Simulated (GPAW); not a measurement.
# Zr2NS2 MXene monolayer: work function by functional and basis, part 2 of 2

Aim: the work function of both faces of Zr2NS2 MXene monolayer, and its spread over functionals and bases.

GPAW 26.7.0; GPAW, PAW setups; layer in a repeated cell with vacuum, relaxation of atoms and in-plane cell (the session's first sound run).

So far, upper work function (eV): step 3 (plane waves, PBE) 5.77; step 4 (GPAW, PAW setups) 6.11.

**5. OptPBE vdW: xc = "optPBE-vdW"**

The same geometry under optPBE-vdW, to see how far the functional moves the levels against the vacuum (the van der Waals functionals take revPBE setups).

The input, run.py:

```python
import json
import numpy as np
from ase import Atoms
from gpaw import GPAW, PW

slab = Atoms(
    ['S', 'Zr', 'N', 'Zr', 'S'],
    positions=[
        [-0.00000, 1.97138, 8.00000],
        [1.70727, 0.98569, 9.57806],
        [-0.00000, 0.00000, 10.87164],
        [0.00000, 1.97138, 12.16521],
        [1.70727, 0.98569, 13.74328]],
    cell=[[3.41454, -0.0, 0.0], [-1.70727, 2.95708, 0.0], [0.0, 0.0, 21.7433]],
    pbc=[True, True, False])

slab.calc = GPAW(mode=PW(500), xc='optPBE-vdW', kpts={'size': (12, 12, 1), 'gamma': True},
                 occupations={'name': 'fermi-dirac', 'width': 0.05}, nbands='160%',
                 convergence={'density': 1e-05}, maxiter=200,
                 poissonsolver={'dipolelayer': 'xy'},
                 symmetry={'tolerance': 1e-3}, txt='slab.txt')
result = {}
energy = slab.get_potential_energy()
fermi = slab.calc.get_fermi_level()
v = slab.calc.get_electrostatic_potential().mean((0, 1)) - fermi
n = slab.calc.get_pseudo_density().mean((0, 1))
L = slab.cell[2, 2]
z = np.arange(len(v)) * L / len(v)
low, high = slab.positions[:, 2].min(), slab.positions[:, 2].max()
below, above = np.interp([low - 5.8, high + 5.8], z, v)
slopes = [np.interp(x, z, np.gradient(v, z)) for x in (low - 5.8, high + 5.8)]
eps = np.array([[slab.calc.get_eigenvalues(k, s) for k in range(len(slab.calc.get_ibz_k_points()))]
                for s in range(slab.calc.get_number_of_spins())]) - fermi
top, bottom = eps[eps < 0].max(), eps[eps > 0].min()
dipole = slab.get_dipole_moment()[2]
print(f'energy {energy:.4f} eV, Fermi level {fermi:.4f} eV, dipole {dipole:.5f} e A')
print(f'potential 5.8 A off the faces, from the Fermi level: lower {below:.4f} eV, upper {above:.4f} eV')
print(f'slope of the potential there: lower {slopes[0]:.5f}, upper {slopes[1]:.5f} eV/A')
print(f'nearest levels on the mesh: {top:.4f} and {bottom:.4f} eV')
print('magnetic moment', round(slab.get_magnetic_moment(), 3))
result.update(energy=energy, fermi=fermi, dipole=dipole, below=below, above=above, slopes=slopes, edges=[top, bottom],
              z=z.tolist(), v=v.tolist(), n=n.tolist(), positions=slab.positions.tolist(),
              forces=slab.get_forces(apply_constraint=False).tolist(), moments=slab.get_magnetic_moments().tolist())
json.dump(result, open('result.json', 'w'))
```

Run with:

```console
> OMP_NUM_THREADS=1 OPENBLAS_NUM_THREADS=1 python run.py
```

Elapsed: 68 s, on 1 thread of Intel Xeon Platinum 8488C (Sapphire Rapids), shared host; peak memory 0.47 GiB.

Numbers from this step:

```yaml
levels_nearest_the_fermi_level_on_the_mesh: -0.01750, 0.01530 eV from the Fermi level
upper_work_function: 5.979 eV
lower_work_function: 5.972 eV
```

The electrostatic potential energy of an electron (without an applied field's), less the Fermi level, planar mean oscillates, so the rows of the table below give means over windows of 1.72 Å about each position, cut where the curve ends. Its maxima inside the range that stand out by 2 % of the span (Å: eV): 8.7: -5.34, 10.4: -6.36, 11.3: -6.36, 13.0: -5.33. Its minima: 8.0: -15.4, 9.6: -20.3, 10.9: -11.3, 12.1: -20.3, 13.8: -15.4.

Table of electrostatic potential energy of an electron (without an applied field's), less the Fermi level, planar mean by z; means over each step:

```
z (Å)  electrostatic potential energy of an electron (without an applied field's), less the Fermi level, planar mean (eV)
 0.86                                                                                                                5.97
 2.58                                                                                                                5.97
 4.30                                                                                                                5.97
 6.02                                                                                                                5.72
 7.74                                                                                                               -5.81
 9.46                                                                                                               -12.8
11.18                                                                                                               -9.86
12.90                                                                                                               -12.0
14.62                                                                                                             -0.0423
16.34                                                                                                                5.94
18.06                                                                                                                5.98
19.78                                                                                                                5.98
21.50                                                                                                                5.98
```

The upper face's work function is 5.979 eV, against 5.774 eV in the first plane-wave PBE run at this geometry.

**6. Self-consistent run: xc = "revPBE"**

The same geometry under revPBE, to see how far the functional moves the levels against the vacuum.

Edit run.py of step 5 so:

```diff
@@ -16,3 +16,3 @@
 
-slab.calc = GPAW(mode=PW(500), xc='optPBE-vdW', kpts={'size': (12, 12, 1), 'gamma': True},
+slab.calc = GPAW(mode=PW(500), xc='revPBE', kpts={'size': (12, 12, 1), 'gamma': True},
                  occupations={'name': 'fermi-dirac', 'width': 0.05}, nbands='160%',
```

Run time: 54 s. Hardware: 1 thread; peak memory 0.28 GiB.

This step gave:

```yaml
levels_nearest_the_fermi_level_on_the_mesh: -0.02153, 0.01591 eV from the Fermi level
upper_work_function: 5.680 eV
lower_work_function: 5.673 eV
```

The upper face's work function is 5.680 eV, against 5.774 eV in the first plane-wave PBE run at this geometry.

**7. Self-consistent run: xc = "LDA"**

The same geometry under LDA, to see how far the functional moves the levels against the vacuum.

Edit run.py of step 6 so:

```diff
@@ -16,3 +16,3 @@
 
-slab.calc = GPAW(mode=PW(500), xc='revPBE', kpts={'size': (12, 12, 1), 'gamma': True},
+slab.calc = GPAW(mode=PW(500), xc='LDA', kpts={'size': (12, 12, 1), 'gamma': True},
                  occupations={'name': 'fermi-dirac', 'width': 0.05}, nbands='160%',
```

The job ended after 56 s (1 thread; peak memory 0.28 GiB).

Numbers from this step:

```yaml
levels_nearest_the_fermi_level_on_the_mesh: -0.03378, 0.02130 eV from the Fermi level
upper_work_function: 6.016 eV
lower_work_function: 6.009 eV
```

The upper face's work function is 6.016 eV, against 5.774 eV in the first plane-wave PBE run at this geometry.

**8. Self-consistent run: xc = "RPBE"**

The same geometry under RPBE, to see how far the functional moves the levels against the vacuum.

Edit run.py of step 7 so:

```diff
@@ -16,3 +16,3 @@
 
-slab.calc = GPAW(mode=PW(500), xc='LDA', kpts={'size': (12, 12, 1), 'gamma': True},
+slab.calc = GPAW(mode=PW(500), xc='RPBE', kpts={'size': (12, 12, 1), 'gamma': True},
                  occupations={'name': 'fermi-dirac', 'width': 0.05}, nbands='160%',
```

Run time: 55 s. Hardware: 1 thread; peak memory 0.27 GiB.

This step gave:

| Item | Value |
| --- | --- |
| levels nearest the Fermi level on the mesh | -0.02086, 0.01576 eV from the Fermi level |
| upper work function | 5.681 eV |
| lower work function | 5.674 eV |

Table of electrostatic potential energy of an electron (without an applied field's), less the Fermi level, planar mean by z:

z (Å), electrostatic potential energy of an electron (without an applied field's), less the Fermi level, planar mean (eV) and a bar from the least value:
```
      0.0        5.7 ##############################
      0.5        5.7 ##############################
      1.0        5.7 ##############################
      1.5        5.7 ##############################
      2.0        5.7 ##############################
      2.5        5.7 ##############################
      3.0        5.7 ##############################
      3.5        5.7 ##############################
      4.0        5.7 ##############################
      4.5        5.7 ##############################
      5.0        5.7 ##############################
      5.5        5.7 ##############################
      6.0        5.6 ##############################
      6.5        5.3 ##############################
      7.0        3.8 ############################
      7.5       -2.8 ####################
      8.0      -15.5 #####
      8.5       -6.6 ################
      9.0       -9.1 #############
      9.5      -20.0 
     10.0      -13.0 ########
     10.5       -6.7 ################
     11.0      -10.1 ############
     11.5       -7.9 ##############
     12.0      -18.8 #
     12.5      -15.1 ######
     13.0       -5.6 #################
     13.5      -11.9 #########
     14.0      -10.0 ############
     14.5        1.7 #########################
     15.0        4.9 #############################
     15.5        5.5 ##############################
     16.0        5.6 ##############################
     16.5        5.7 ##############################
     17.0        5.7 ##############################
     17.5        5.7 ##############################
     18.0        5.7 ##############################
     18.5        5.7 ##############################
     19.0        5.7 ##############################
     19.5        5.7 ##############################
     20.0        5.7 ##############################
     20.5        5.7 ##############################
     21.0        5.7 ##############################
     21.5        5.7 ##############################
```

The upper face's work function is 5.681 eV, against 5.774 eV in the first plane-wave PBE run at this geometry.

**9. Real-space grid: mode = "fd"**

A real-space grid is a second complete basis, so it checks the plane-wave result.

Edit run.py of step 8 so:

```diff
@@ -3,3 +3,3 @@
 from ase import Atoms
-from gpaw import GPAW, PW
+from gpaw import GPAW
 
@@ -16,3 +16,3 @@
 
-slab.calc = GPAW(mode=PW(500), xc='RPBE', kpts={'size': (12, 12, 1), 'gamma': True},
+slab.calc = GPAW(mode='fd', h=0.18, xc='PBE', kpts={'size': (12, 12, 1), 'gamma': True},
                  occupations={'name': 'fermi-dirac', 'width': 0.05}, nbands='160%',
```

Run time: 2.9 min. Hardware: 1 thread; peak memory 0.65 GiB.

Numbers from this step:

| Quantity | Value |
| --- | --- |
| dipole along the normal | -3.98e-4 e·Å |
| levels nearest the Fermi level on the mesh | -0.01734, 0.01403 eV from the Fermi level |
| upper work function | 5.773 eV |
| lower work function | 5.766 eV |

The electrostatic potential energy of an electron (without an applied field's), less the Fermi level, planar mean oscillates, so the rows of the table below give means over windows of 1.72 Å about each position, cut where the curve ends. Its maxima inside the range that stand out by 2 % of the span (Å: eV): 8.7: -5.32, 10.4: -6.31, 11.3: -6.31, 13.0: -5.32. Its minima: 8.0: -15.4, 9.6: -20.2, 10.9: -11.2, 12.1: -20.2, 13.8: -15.4.

The electrostatic potential energy of an electron (without an applied field's), less the Fermi level, planar mean by z; means over each step:

z (Å), electrostatic potential energy of an electron (without an applied field's), less the Fermi level, planar mean (eV) and a bar from the least value:
```
     0.86        5.8 ##############################
     2.58        5.8 ##############################
     4.30        5.8 ##############################
     6.02        5.5 ##############################
     7.74       -5.9 ###########
     9.46      -12.8 
    11.18       -9.8 #####
    12.90      -12.0 #
    14.62       -0.1 ####################
    16.34        5.7 ##############################
    18.06        5.8 ##############################
    19.78        5.8 ##############################
    21.50        5.8 ##############################
```

The upper face's work function is 5.773 eV, against 5.774 eV in the first plane-wave PBE run at this geometry.

**10. Atomic orbitals: mode = "lcao"**

Atom-centred orbitals end a few angstrom from the surface, which tests how much the density's tail matters.

Edit run.py of step 9 so:

```diff
@@ -16,4 +16,4 @@
 
-slab.calc = GPAW(mode='fd', h=0.18, xc='PBE', kpts={'size': (12, 12, 1), 'gamma': True},
-                 occupations={'name': 'fermi-dirac', 'width': 0.05}, nbands='160%',
+slab.calc = GPAW(mode='lcao', basis='dzp', h=0.18, xc='PBE', kpts={'size': (12, 12, 1), 'gamma': True},
+                 occupations={'name': 'fermi-dirac', 'width': 0.05}, nbands='120%',
                  convergence={'density': 1e-05}, maxiter=200,
```

The job ended after 4.4 min (1 thread; peak memory 0.31 GiB).

Numbers from this step:

```
levels nearest the Fermi level on the mesh : -0.03185, 0.02036 eV from the Fermi level
upper work function                        : 5.783 eV
lower work function                        : 5.776 eV
```

The upper face's work function is 5.783 eV, against 5.774 eV in the first plane-wave PBE run at this geometry.

**11. All levels side by side**

Times are for 1 thread of Intel Xeon Platinum 8488C (Sapphire Rapids), shared host. The series side by side:

```
no.         run  upper work function (eV)  lower work function (eV)     time  memory (GiB)
  1          pw                     5.774                     5.767     56 s          0.27
  2     vdW DF2                     6.106                     6.099     72 s          0.48
  3  optPBE vdW                     5.979                     5.972     68 s          0.47
  4      revPBE                     5.680                     5.673     54 s          0.28
  5         LDA                     6.016                     6.009     56 s          0.28
  6        RPBE                     5.681                     5.674     55 s          0.27
  7          fd                     5.773                     5.766  2.9 min          0.65
  8        lcao                     5.783                     5.776  4.4 min          0.31
```

**12. Side by side**

Results and costs are gathered.

This step: comparison of work functions, dipole and cost (GPAW 26.7.0).

Ladder, by row:

```
      step  code  work function, upper (eV)  work function, lower (eV)  dipole (e Å)  wall time (s)  peak memory (GiB)  threads
        pw  GPAW                      5.774                      5.767      -3.88e-4          56.08               0.27        1
   vdW-DF2  GPAW                      6.106                      6.099      -3.88e-4          71.89               0.48        1
optPBE-vdW  GPAW                      5.979                      5.972      -3.88e-4          68.32               0.47        1
    revPBE  GPAW                       5.68                      5.673      -3.88e-4          54.33               0.28        1
       LDA  GPAW                      6.016                      6.009      -3.88e-4          55.61               0.28        1
      RPBE  GPAW                      5.681                      5.674      -3.88e-4          54.69               0.27        1
        fd  GPAW                      5.773                      5.766      -3.98e-4          173.2               0.65        1
      lcao  GPAW                      5.783                      5.776      -3.98e-4          265.7               0.31        1
```

**13. Summary of results**

```
work function, upper and lower face : 5.774 and 5.767 eV
dipole along the normal             : -3.9e-4 e Å
```

**Reading.** With plane waves and PBE the work function is 5.77 eV on the upper face and 5.77 eV on the lower. Over the sound runs of the table the upper face's work function spans 5.680 (revPBE) to 6.106 eV (vdW-DF2). The starting lattice was a guess from atomic radii; the relaxation moved it by 6 %. The small printed dipole stands for a step of 6.9 meV from the lower to the upper face, and the probes find 7.1 meV; values this small are near the numerical noise of both. The cell holds an odd number of electrons, so without spin polarisation it must come out metallic and without a moment, whatever its true state. The layer's cell and atoms come from the relaxation; spin-orbit coupling and temperature are left out.

[Logs are printed without paths, hosts, clocks, repeated set-up lines and the standing remarks that a program may print on its own settings, such as how far it seeks lower states.]

[Hosts, paths, dates, database ids (printed as entryN), source tags and the programs' standing remarks are cut or masked in the printed files.]
